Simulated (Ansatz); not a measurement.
# Decaying states in the gap of Cs2NaYCl3F3, part 2 of 3

Aim: relax a made-up compound, Cs2NaYCl3F3, and see how good a tunnel barrier it would be. It is built by putting Cl for part of the F in the Cs2NaYF6 structure of space group Fm-3m, with the volume rescaled by atomic radii. The parent structure comes from the Materials Project.

Ansatz 0.2.0; PBEsol DFT, plane waves, PAW files (the session's first sound run).

So far. Step 2 (Relaxing the new crystal): The largest force component on a free atom ends at 0.0048 eV/Å.

The structure was built from a prototype and need not be the compound's stable phase.

**3. Band edges**

The energy window and the wavevectors of the next steps follow from the band edges, so these are searched first, off the mesh as well.

Contents of input.yaml:

```yaml
crystal:
  lattice:
    - [0.0, 4.9446502577, 4.9446502577]
    - [4.954491245, -0.0098409873, 4.954491245]
    - [4.9446502577, 4.9446502577, 0.0]
  atoms:
    - { symbol: Cs, position: [0.2473523719, 0.2579428844, 0.2473523719] }
    - { symbol: Cs, position: [0.7543908779, 0.7368273663, 0.7543908779] }
    - { symbol: Na, position: [0.4733841356, 0.5798475933, 0.4733841356] }
    - { symbol: "Y", position: [0.0188790859, -0.0566372578, 0.0188790859] }
    - { symbol: F, position: [0.7792770494, 0.7536059277, 0.2335585115] }
    - { symbol: Cl, position: [0.7518228442, 0.2404005436, 0.7518228442] }
    - { symbol: F, position: [0.2335585115, 0.7536059277, 0.2335585115] }
    - { symbol: Cl, position: [0.7518228442, 0.2404005436, 0.255953768] }
    - { symbol: Cl, position: [0.255953768, 0.2404005436, 0.7518228442] }
    - { symbol: F, position: [0.2335585115, 0.7536059277, 0.7792770494] }
kpoints:
  mp_grid: { grid: [4, 4, 4] }
  band_path: { path: [VBM, CBM], npoints: 30 }
scf:
  occupations: { method: fixed }
hamiltonian:
  xc: pbesol
output:
  eigenvalues: true
  write_potential: true
  write_density: true
  volumetric_format: npy
  elf: true
```

Run with:

```sh
$ ansatz run input.yaml --threads 2 --pin off --max-ram 4096MiB --backend cpu --events-out ev --progress --plain --runs-dir out
```

Numbers of over 12 decimals in the logs are rounded to 6 here.

Output:

```text
[...]
Crystal: 10 atoms, lattice volume = 242.511 Å³
Basis set: ecut = 420 eV, 4693 PW (Γ)
Bands: 50, of which v1, the nominal top of the filled ones, is band 40 counted from 1 (39 counted from 0)
Symmetry: 6 space group operations
[...]
k-points: 13 of 64 (time reversal used)
[...]
SCF iter   1: F=—  HF=-22045.143925 eV  |F-HF|=—  |Δ(HF+E_count)|=         —  Δρ=7.87e-3  dr2=1.19e-1  ethr=1.77e-3  ⟨swp⟩=5.5  Hψ=2464  notcnv=0  defer=85
[...]
SCF iter   7: F=-22045.113232 eV  HF=-22045.113232 eV  |F-HF|=1.30e-8  |Δ(HF+E_count)|=   2.09e-7  Δρ=2.63e-6  dr2=2.01e-8  ethr=1.25e-10  ⟨swp⟩=15.2  Hψ=3209  notcnv=0
SCF 1 converged in 7 iterations: F = -22045.113232 eV  dr2 = 2.01e-8
[...]
NSCF: frozen V_eff on 32 k-points
[...]
SCF converged after 7 iterations
Free energy (F): -22045.113232 eV
[...]
Internal energy: -22045.113232 eV  (E = F + TS)
E sigma→0 (E₀):  -22045.113232 eV
Fermi energy:    3.174930 eV
[...]
--- Band table (eV; the first three rows and the last of 13) ---
  k-point 0: bands = [... 36 lower, 2.2595, 2.9246, 3.1749, 3.1749, 7.8938, 8.7210, 8.8038, 8.8038, ... 6 higher]
  k-point 1: bands = [... 36 lower, 2.2342, 2.7059, 2.7493, 3.1031, 8.3863, 8.8733, 8.9318, 8.9345, ... 6 higher]
  k-point 2: bands = [... 36 lower, 2.2993, 2.3080, 2.4363, 3.0371, 8.8403, 9.0470, 9.0542, 9.4763, ... 6 higher]
  k-point 12: bands = [... 36 lower, 2.1644, 2.2439, 2.6521, 2.8332, 9.0295, 9.1048, 9.1906, 9.5466, ... 6 higher]
```

Wall time 22 s (2 threads of Intel Xeon 6975P-C (Granite Rapids), shared host); peak memory 0.69 GiB; 44 s of CPU time.

The column dr2 measures how far the density is from self-consistency, as an energy; F and HF (Harris–Foulkes) agree once it is small.

This step gave:

```
Fermi energy        : 3.175 eV
gap on the k-mesh   : 4.719 eV
gap on path         : 4.719 eV, by band count; negative where bands overlap
direct gap on path  : 4.719 eV
edge places on path : 0, 0 1/A along the path
```

Levels at VBM (eV): -6.32, -6.29, -6.29, -6.07, -6.05, -6.05, -3.41, -3.07, -3.07, -2.69, -2.69, -2.63, -2.34, -2.34, -2.26, -2.11, -1.38, -1.38, -0.96, -0.96, -0.92, -0.25, 0.00, 0.00, 4.72, 5.55, 5.63, 5.63, 5.96, 5.96, 6.84, 6.84, 7.04, 7.99.

ELF in the ac plane of the conventional cell at fractional y = 0.000, with atoms of Cs and Na and Y and Cl and F within 0.2 Å of it. It is the smooth field of the valence electrons, not physical close to the nuclei.

Ten even steps from '0' (0.00) to '9' (0.87), each cell a mean:
```
7632454200013553257
0137898410036898520
0136887400026887510
2101332000001332112
9974000145430002699
2699302798884017983
6897202688874005997
7641000123310000257
0014664200013565200
0148998410036898620
0037887410026888510
4201332100001332013
4620000000000000055
4301342100001342024
0001332000001332000
3200000022210000013
9983004799986201699
3798117996799405994
4797116998998305995
9862002578763001479
1001110000000011001
1014652000001465301
8732442000001353258
6971000000000000498
```
Columns run along a (7.0 Å), rows up along c (17.2 Å), edges of the conventional cell, whose origin can differ from the input's. Atoms in or near the plane, at fractional coordinates: Cs at (0.00, 0.25), Cs at (0.00, 0.75), Na at (0.00, 0.47), Y at (0.00, 0.02), Cl at (0.50, 0.25), F at (0.48, 0.75).

Valence density in the ac plane of the conventional cell at fractional y = 0.000, with atoms of Cs and Na and Y and Cl and F within 0.2 Å of it. It is the smooth field of the valence electrons, not physical close to the nuclei.

Ten steps, logarithmic in the rise over the least value, from '0' (0 e/Å³) to '9' (15 e/Å³), each cell a mean:
```
5421111000000111235
0112222100001222111
0011221100001222100
0000000000000000000
3321000012210000233
2442000268741001343
3432000257631001344
2210000011100000112
0001111000000111000
0012222100001222100
0011221100001222100
5300000000000000014
9720000000000000159
5300010000000110025
0000000000000000000
0000000000000000000
3321001233321000123
3442002454443101343
3432001344442101343
3210000112210000123
0000000000000000000
1111210000000122111
5432210000000112245
6641000000000001356
```
Columns run along a (7.0 Å), rows up along c (17.2 Å), edges of the conventional cell, whose origin can differ from the input's. Atoms in or near the plane, at fractional coordinates: Cs at (0.00, 0.25), Cs at (0.00, 0.75), Na at (0.00, 0.47), Y at (0.00, 0.02), Cl at (0.50, 0.25), F at (0.48, 0.75).

Electrostatic potential energy in the ac plane of the conventional cell at fractional y = 0.000, with atoms of Cs and Na and Y and Cl and F within 0.2 Å of it. With pseudopotentials it is smooth inside the atoms' cores, unlike the true potential.

Values in eV, 13 rows by 16 columns, each cell a mean:
```
-12  -6   3   6   7   8   9   9   9   9   9   7   6   4  -2 -10
  8   8   8   8   7   8   9   9   9   9   9   8   7   8   9   8
-12  -9   0   6   9   9   9   2   0   7  10   9   7   3  -7 -11
-16 -15  -5   5   8   9   5 -15 -19  -2   9   9   7   0 -13 -16
  7   8   8   8   8   9   9   9   9   9   9   9   8   8   8   7
  8   9   8   6   6   7   9   9   9   9   8   6   6   7   9   9
-24 -10   5   8   9   9   9   9   9   9   9   9   9   6  -2 -21
 -5   2   7   9   9   9   9   8   8   8   9   9   9   8   4  -3
  3   5   7   8   9   9   8   7   6   8   9   9   9   8   6   3
-17 -18  -7   5   8   7  -9 -30 -32 -20   4   8   7  -1 -16 -18
 -9  -6   2   7   9   9   6   0  -2   4   9   9   8   5  -3  -8
  2   4   7   9   9   9   9   8   8   9   9   9   9   8   6   3
-34 -29  -7   5   8   9   9   9   9   9   9   9   7   0 -22 -33
```
Columns run along a (7.0 Å; values clipped at the 3rd and 97th percentile), rows up along c (17.2 Å), edges of the conventional cell, whose origin can differ from the input's. Atoms in or near the plane, at fractional coordinates: Cs at (0.00, 0.25), Cs at (0.00, 0.75), Na at (0.00, 0.47), Y at (0.00, 0.02), Cl at (0.50, 0.25), F at (0.48, 0.75).

The searched edges give 4.72 eV, as on the mesh.

**4. Decaying states in the gap**

This step: PBEsol DFT, plane waves, PAW files; complex bands by layer matching along the plane's normal (Ansatz 0.2.0).

The same crystal is laid in a cell whose first two vectors span the (001) plane (indices of the standard conventional cell, whose axes can be ordered otherwise than in the bulk input). At fixed energy and wavevector in the plane the solver finds all kz, real and complex. A few wavevectors are listed, (0, 0) and (0.5, 0) in units of the plane's reciprocal vectors; the slowest state needn't be among them.

Contents of input.yaml:

```yaml
crystal:
  lattice:
    - [6.992791456, 0.0, 0.0]
    - [3.496395728, 6.055935044, 0.0]
    - [3.496395728, 2.018645015, 5.726635405]
  atoms:
    - { symbol: Cs, position: [0.7526476281, 0.7526476281, 0.7420571156] }
    - { symbol: Cs, position: [0.2456091221, 0.2456091221, 0.2631726337] }
    - { symbol: Na, position: [0.5266158644, 0.5266158644, 0.4201524067] }
    - { symbol: "Y", position: [0.9811209141, 0.9811209141, 0.0566372578] }
    - { symbol: F, position: [0.7664414885, 0.7664414885, 0.2463940723] }
    - { symbol: Cl, position: [0.2481771558, 0.744046232, 0.7595994564] }
    - { symbol: F, position: [0.7664414885, 0.2207229506, 0.2463940723] }
    - { symbol: Cl, position: [0.744046232, 0.2481771558, 0.7595994564] }
    - { symbol: Cl, position: [0.2481771558, 0.2481771558, 0.7595994564] }
    - { symbol: F, position: [0.2207229506, 0.7664414885, 0.2463940723] }
kpoints:
  mp_grid: { grid: [4, 4, 4] }
scf:
  occupations: { method: fixed }
hamiltonian:
  xc: pbesol
output:
  eigenvalues: true
  transmission:
    leads: [[0, 0]]
    kpoints: [[0.0, 0.0], [0.5, 0.0]]
    e_range: [-1.0, 5.72]
    de: 0.11
```

Output:

```text
[...]
Crystal: 10 atoms, lattice volume = 242.511 Å³
Basis set: ecut = 420 eV, 4693 PW (Γ)
Bands: 50, of which v1, the nominal top of the filled ones, is band 40 counted from 1 (39 counted from 0)
Symmetry: 6 space group operations
[...]
k-points: 13 of 64 (time reversal used)
[...]
SCF iter   1: F=—  HF=-22045.143919 eV  |F-HF|=—  |Δ(HF+E_count)|=         —  Δρ=7.87e-3  dr2=1.19e-1  ethr=1.77e-3  ⟨swp⟩=5.5  Hψ=2466  notcnv=0  defer=82
[...]
SCF iter   7: F=-22045.113232 eV  HF=-22045.113232 eV  |F-HF|=1.27e-8  |Δ(HF+E_count)|=   2.07e-7  Δρ=2.63e-6  dr2=2.01e-8  ethr=1.25e-10  ⟨swp⟩=14.8  Hψ=3279  notcnv=0
SCF 1 converged in 7 iterations: F = -22045.113232 eV  dr2 = 2.01e-8
[...]
transmission: 9 of 18 steps passed
transmission: 18 of 18 steps passed
SCF converged after 7 iterations
Free energy (F): -22045.113232 eV
[...]
Internal energy: -22045.113232 eV  (E = F + TS)
E sigma→0 (E₀):  -22045.113232 eV
Fermi energy:    3.174930 eV
[...]
--- Band table (eV; the first three rows and the last of 13) ---
  k-point 0: bands = [... 36 lower, 2.2595, 2.9246, 3.1749, 3.1749, 7.8938, 8.7210, 8.8038, 8.8038, ... 6 higher]
  k-point 1: bands = [... 36 lower, 2.0840, 2.9103, 3.1282, 3.1282, 8.4368, 8.8917, 8.8917, 8.9340, ... 6 higher]
  k-point 2: bands = [... 36 lower, 1.9508, 2.8958, 3.0881, 3.0881, 8.9011, 8.9693, 8.9693, 9.5164, ... 6 higher]
  k-point 12: bands = [... 36 lower, 2.1644, 2.2439, 2.6521, 2.8332, 9.0295, 9.1048, 9.1906, 9.5466, ... 6 higher]
--- Transmission ---
  basis      : 367 plane waves across, 9 finite elements along
  points     : 2, as listed
  energies   : 62 from -1.000000 to 5.710000 eV about the Fermi level, 0.110000 eV apart; the leads are filled to 2.359448 eV, and channels, transmission and decay are at 2.410000 eV
  crystal 0  : Y1F3Cs2Na1Cl3, at the sites [0, 0], period 5.7266 Å: whole cells are its period
    offset         : up to 0.0000 Å between an atom of the period and one for which it stands
    channels       : 0.000000e0 a spin
    conductance    : none, the energies end too early or step too widely for 300 K: set another output.transmission.e_range or a lower de, or, where they end at an eighth of basis.ecutwfc, a higher one
    slowest decay  : 0.3928 /Å at (0.0000, 0.0000)
```

It took 76 s on 2 threads; peak memory 1.9 GiB; 2.5 min of CPU time.

Numbers from this step:

- level to which the leads are filled: 2.359 eV from the Fermi level
- decay constant at the filling level, zone centre: 0.3927 Å⁻¹
- decay constant at the filling level, slowest listed point: 0.3928 Å⁻¹

K parallel (0, 0); values up to 1.5 1/Å, a degenerate pair printed once or twice; energies at which all values exceed this have no row. Table of Im kz of the slowest decaying states by energy, zero at the highest filled level on the SCF mesh:

| energy (eV) | decay 1 (Å⁻¹) | decay 2 (Å⁻¹) | decay 3 (Å⁻¹) | decay 4 (Å⁻¹) |
| --- | --- | --- | --- | --- |
| -1.000 | 0.466 | 0.602 | 0.612 | 0.636 |
| -0.450 | 0.249 | 0.407 | 0.513 | 0.559 |
| -0.010 | 0.319 | 0.532 | 0.541 | 0.631 |
| 0.540 | 0.367 | 0.442 | 0.543 | 0.626 |
| 0.980 | 0.389 | 0.486 | 0.544 | 0.647 |
| 1.530 | 0.401 | 0.510 | 0.539 | 0.653 |
| 1.970 | 0.401 | 0.517 | 0.530 | 0.648 |
| 2.520 | 0.389 | 0.515 | 0.515 | 0.633 |
| 2.960 | 0.369 | 0.501 | 0.506 | 0.614 |
| 3.510 | 0.326 | 0.480 | 0.486 | 0.584 |
| 3.950 | 0.273 | 0.460 | 0.461 | 0.553 |
| 4.500 | 0.155 | 0.415 | 0.432 | 0.508 |
| 5.050 | 0.341 | 0.383 | 0.402 | 0.452 |
| 5.490 | 0.138 | 0.225 | 0.360 | 0.365 |

K parallel (0.5, 0); values up to 1.5 1/Å, a degenerate pair printed once or twice; energies at which all values exceed this have no row. Table of Im kz of the slowest decaying states by energy, zero at the highest filled level on the SCF mesh:

| energy (eV) | decay 1 (Å⁻¹) | decay 2 (Å⁻¹) | decay 3 (Å⁻¹) | decay 4 (Å⁻¹) |
| --- | --- | --- | --- | --- |
| -1.00 | 0.0965 | 0.358 | 0.448 | 0.549 |
| -0.78 | 0.0785 | 0.161 | 0.185 | 0.447 |
| -0.45 | 0.303 | 0.333 | 0.448 | 0.527 |
| -0.23 | 0.350 | 0.393 | 0.553 | 0.566 |
| -0.01 | 0.349 | 0.385 | 0.434 | 0.597 |
| 0.10 | 0.397 | 0.399 | 0.451 | 0.610 |
| 0.32 | 0.422 | 0.446 | 0.477 | 0.634 |
| 0.65 | 0.448 | 0.486 | 0.507 | 0.654 |
| 0.87 | 0.461 | 0.503 | 0.521 | 0.662 |
| 1.20 | 0.475 | 0.521 | 0.538 | 0.671 |
| 1.42 | 0.482 | 0.530 | 0.546 | 0.674 |
| 1.64 | 0.488 | 0.536 | 0.552 | 0.677 |
| 1.97 | 0.492 | 0.541 | 0.558 | 0.677 |
| 2.19 | 0.494 | 0.543 | 0.560 | 0.677 |
| 2.52 | 0.493 | 0.542 | 0.561 | 0.675 |
| 2.74 | 0.492 | 0.540 | 0.560 | 0.673 |
| 3.07 | 0.487 | 0.534 | 0.556 | 0.676 |
| 3.29 | 0.482 | 0.528 | 0.551 | 0.663 |
| 3.51 | 0.476 | 0.521 | 0.546 | 0.649 |
| 3.84 | 0.464 | 0.507 | 0.536 | 0.624 |
| 4.06 | 0.455 | 0.496 | 0.528 | 0.605 |
| 4.39 | 0.438 | 0.476 | 0.514 | 0.571 |
| 4.61 | 0.424 | 0.459 | 0.504 | 0.544 |
| 4.94 | 0.393 | 0.428 | 0.488 | 0.498 |
| 5.16 | 0.358 | 0.401 | 0.459 | 0.468 |
| 5.49 | 0.243 | 0.340 | 0.382 | 0.401 |
| 5.71 | 0.261 | 0.262 | 0.320 | 0.377 |

At the listed wavevectors the last open channel is at -0.01 eV and the next at +4.72 eV on the grid. At +2.41 eV, the grid energy nearest the filling level (the middle of the gap on the SCF mesh), the slowest state at the listed wavevectors decays with κ = 0.393 Å⁻¹, its amplitude falling by e over 2.5 Å. Through 1 nm of this crystal that state's transmission falls by exp(−2 × 0.393 Å⁻¹ × 10 Å) = 3.9e-4.

**5. Decay over the two-dimensional zone**

The listed points could miss the slowest state, so one energy near mid-gap is solved on a mesh of 6×6.

input.yaml: that of step 4 with these lines changed.

```diff
@@ -24,6 +24,2 @@
   eigenvalues: true
-  transmission:
-    leads: [[0, 0]]
-    kpoints: [[0.0, 0.0], [0.5, 0.0]]
-    e_range: [-1.0, 5.72]
-    de: 0.11
+  transmission: { leads: [[0, 0]], kmesh: [6, 6], e_range: [2.36, 2.37], de: 0.05 }
```

Output:

```text
[...]
Crystal: 10 atoms, lattice volume = 242.511 Å³
Basis set: ecut = 420 eV, 4693 PW (Γ)
Bands: 50, of which v1, the nominal top of the filled ones, is band 40 counted from 1 (39 counted from 0)
Symmetry: 6 space group operations
[...]
k-points: 13 of 64 (time reversal used)
[...]
SCF iter   1: F=—  HF=-22045.143919 eV  |F-HF|=—  |Δ(HF+E_count)|=         —  Δρ=7.87e-3  dr2=1.19e-1  ethr=1.77e-3  ⟨swp⟩=5.5  Hψ=2466  notcnv=0  defer=82
[...]
SCF iter   7: F=-22045.113232 eV  HF=-22045.113232 eV  |F-HF|=1.27e-8  |Δ(HF+E_count)|=   2.07e-7  Δρ=2.63e-6  dr2=2.01e-8  ethr=1.25e-10  ⟨swp⟩=14.8  Hψ=3279  notcnv=0
SCF 1 converged in 7 iterations: F = -22045.113232 eV  dr2 = 2.01e-8
[...]
transmission: 32 of 56 steps passed
transmission: 56 of 56 steps passed
SCF converged after 7 iterations
Free energy (F): -22045.113232 eV
[...]
Internal energy: -22045.113232 eV  (E = F + TS)
E sigma→0 (E₀):  -22045.113232 eV
Fermi energy:    3.174930 eV
[...]
--- Band table (eV; the first three rows and the last of 13) ---
  k-point 0: bands = [... 36 lower, 2.2595, 2.9246, 3.1749, 3.1749, 7.8938, 8.7210, 8.8038, 8.8038, ... 6 higher]
  k-point 1: bands = [... 36 lower, 2.0840, 2.9103, 3.1282, 3.1282, 8.4368, 8.8917, 8.8917, 8.9340, ... 6 higher]
  k-point 2: bands = [... 36 lower, 1.9508, 2.8958, 3.0881, 3.0881, 8.9011, 8.9693, 8.9693, 9.5164, ... 6 higher]
  k-point 12: bands = [... 36 lower, 2.1644, 2.2439, 2.6521, 2.8332, 9.0295, 9.1048, 9.1906, 9.5466, ... 6 higher]
--- Transmission ---
  basis      : 367 plane waves across, 8 finite elements along
  points     : 7, standing for a mesh of 6 x 6
  energies   : 1 from 2.360000 to 2.360000 eV about the Fermi level; the leads are filled to 2.359448 eV, and channels, transmission and decay are at 2.360000 eV
[...]
channels       : 0.000000e0 a spin
    conductance    : none, crystal 0 has no channel at the energies, or these end too early or step too widely for 300 K: set another output.transmission.e_range or a lower de, or, where they end at an eighth of basis.ecutwfc, a higher one
    slowest decay  : 0.3942 /Å at (0.0000, 0.0000)
```

Wall time 24 s (2 threads); peak memory 1.8 GiB; 47 s of CPU time.

This step gave:

* least decay constant on the mesh: 0.3942 Å⁻¹

Slowest decay constant (1/Å; 0 where a channel is open) over k1 and k2. At 2.3600 eV from the Fermi level.

Ten even steps from '_' (0.394) to '@' (0.547):
```
%%@@%%******
%%%%**::::**
****::__::**
%%**::::**%%
%%******%%@@
**%%%%**%%%%
```
Columns: k1 (b1) from -0.5 to 0.333; rows upwards: k2 (b2) from -0.5 to 0.333.

The least value on the mesh is 0.394 Å⁻¹ at +2.36 eV. At that energy the listed points give about 0.394 Å⁻¹ by interpolation, so the mesh holds no clearly slower state.

**6. Band edges at another level**

This step: PBE DFT, plane waves, PAW files (Ansatz 0.2.0).

The edges again with PBE, at the same atoms.

Contents of input.yaml:

```yaml
crystal:
  lattice:
    - [0.0, 4.9446502577, 4.9446502577]
    - [4.954491245, -0.0098409873, 4.954491245]
    - [4.9446502577, 4.9446502577, 0.0]
  atoms:
    - { symbol: Cs, position: [0.2473523719, 0.2579428844, 0.2473523719] }
    - { symbol: Cs, position: [0.7543908779, 0.7368273663, 0.7543908779] }
    - { symbol: Na, position: [0.4733841356, 0.5798475933, 0.4733841356] }
    - { symbol: "Y", position: [0.0188790859, -0.0566372578, 0.0188790859] }
    - { symbol: F, position: [0.7792770494, 0.7536059277, 0.2335585115] }
    - { symbol: Cl, position: [0.7518228442, 0.2404005436, 0.7518228442] }
    - { symbol: F, position: [0.2335585115, 0.7536059277, 0.2335585115] }
    - { symbol: Cl, position: [0.7518228442, 0.2404005436, 0.255953768] }
    - { symbol: Cl, position: [0.255953768, 0.2404005436, 0.7518228442] }
    - { symbol: F, position: [0.2335585115, 0.7536059277, 0.7792770494] }
kpoints:
  mp_grid: { grid: [4, 4, 4] }
  band_path: { path: [VBM, CBM], npoints: 30 }
scf:
  occupations: { method: fixed }
hamiltonian:
  xc: pbe
output:
  eigenvalues: true
```

Output:

```text
[...]
Crystal: 10 atoms, lattice volume = 242.511 Å³
Basis set: ecut = 420 eV, 4693 PW (Γ)
Bands: 50, of which v1, the nominal top of the filled ones, is band 40 counted from 1 (39 counted from 0)
Symmetry: 6 space group operations
[...]
k-points: 13 of 64 (time reversal used)
[...]
SCF iter   1: F=—  HF=-22358.991072 eV  |F-HF|=—  |Δ(HF+E_count)|=         —  Δρ=8.38e-4  dr2=2.62e-3  ethr=1.77e-3  ⟨swp⟩=5.5  Hψ=2462  notcnv=0  defer=82
[...]
SCF iter   6: F=-22358.990860 eV  HF=-22358.990860 eV  |F-HF|=1.01e-7  |Δ(HF+E_count)|=   6.07e-7  Δρ=6.12e-6  dr2=8.80e-8  ethr=1.25e-10  ⟨swp⟩=14.1  Hψ=3291  notcnv=0
SCF 1 converged in 6 iterations: F = -22358.990860 eV  dr2 = 8.80e-8
[...]
SCF converged after 6 iterations
Free energy (F): -22358.990860 eV
[...]
Internal energy: -22358.990860 eV  (E = F + TS)
E sigma→0 (E₀):  -22358.990860 eV
Fermi energy:    3.259509 eV
[...]
--- Band table (eV; the first three rows and the last of 13) ---
  k-point 0: bands = [... 36 lower, 2.3529, 3.0131, 3.2595, 3.2595, 8.1254, 8.9043, 8.9903, 8.9903, ... 6 higher]
  k-point 1: bands = [... 36 lower, 2.3307, 2.8010, 2.8472, 3.1895, 8.6038, 9.0505, 9.1121, 9.1157, ... 6 higher]
  k-point 2: bands = [... 36 lower, 2.3992, 2.4073, 2.5343, 3.1252, 9.0158, 9.2212, 9.2296, 9.6724, ... 6 higher]
  k-point 12: bands = [... 36 lower, 2.2716, 2.3499, 2.7494, 2.9268, 9.1966, 9.2741, 9.3556, 9.7080, ... 6 higher]
```

Elapsed: 19 s, on 2 threads; peak memory 0.66 GiB; 37 s of CPU time.

This step gave:

```yaml
free_energy: -22358.9909 eV
fermi_energy: 3.260 eV
gap_on_the_k_mesh: 4.866 eV
gap_on_path: 4.866 eV, by band count; negative where bands overlap
direct_gap_on_path: 4.866 eV
```

Levels at VBM (eV): -6.32, -6.29, -6.29, -6.08, -6.05, -6.05, -3.38, -3.05, -3.05, -2.68, -2.68, -2.62, -2.34, -2.34, -2.26, -2.08, -1.37, -1.37, -0.95, -0.95, -0.91, -0.25, 0.00, 0.00, 4.87, 5.64, 5.73, 5.73, 6.09, 6.09, 6.98, 6.98, 7.20.

The searched edges give 4.87 eV, as on the mesh.

For the gap on the k-mesh, step 3 gave 4.72 eV; this run, with PBE, gives 4.87 eV.

(Continued in part 3 of 3.)

[Logs are printed without paths, hosts, clocks, repeated set-up lines and the standing remarks that a program may print on its own settings, such as how far it seeks lower states.]

[Hosts, paths, dates, database ids (printed as entryN), source tags and the programs' standing remarks are cut or masked in the printed files.]
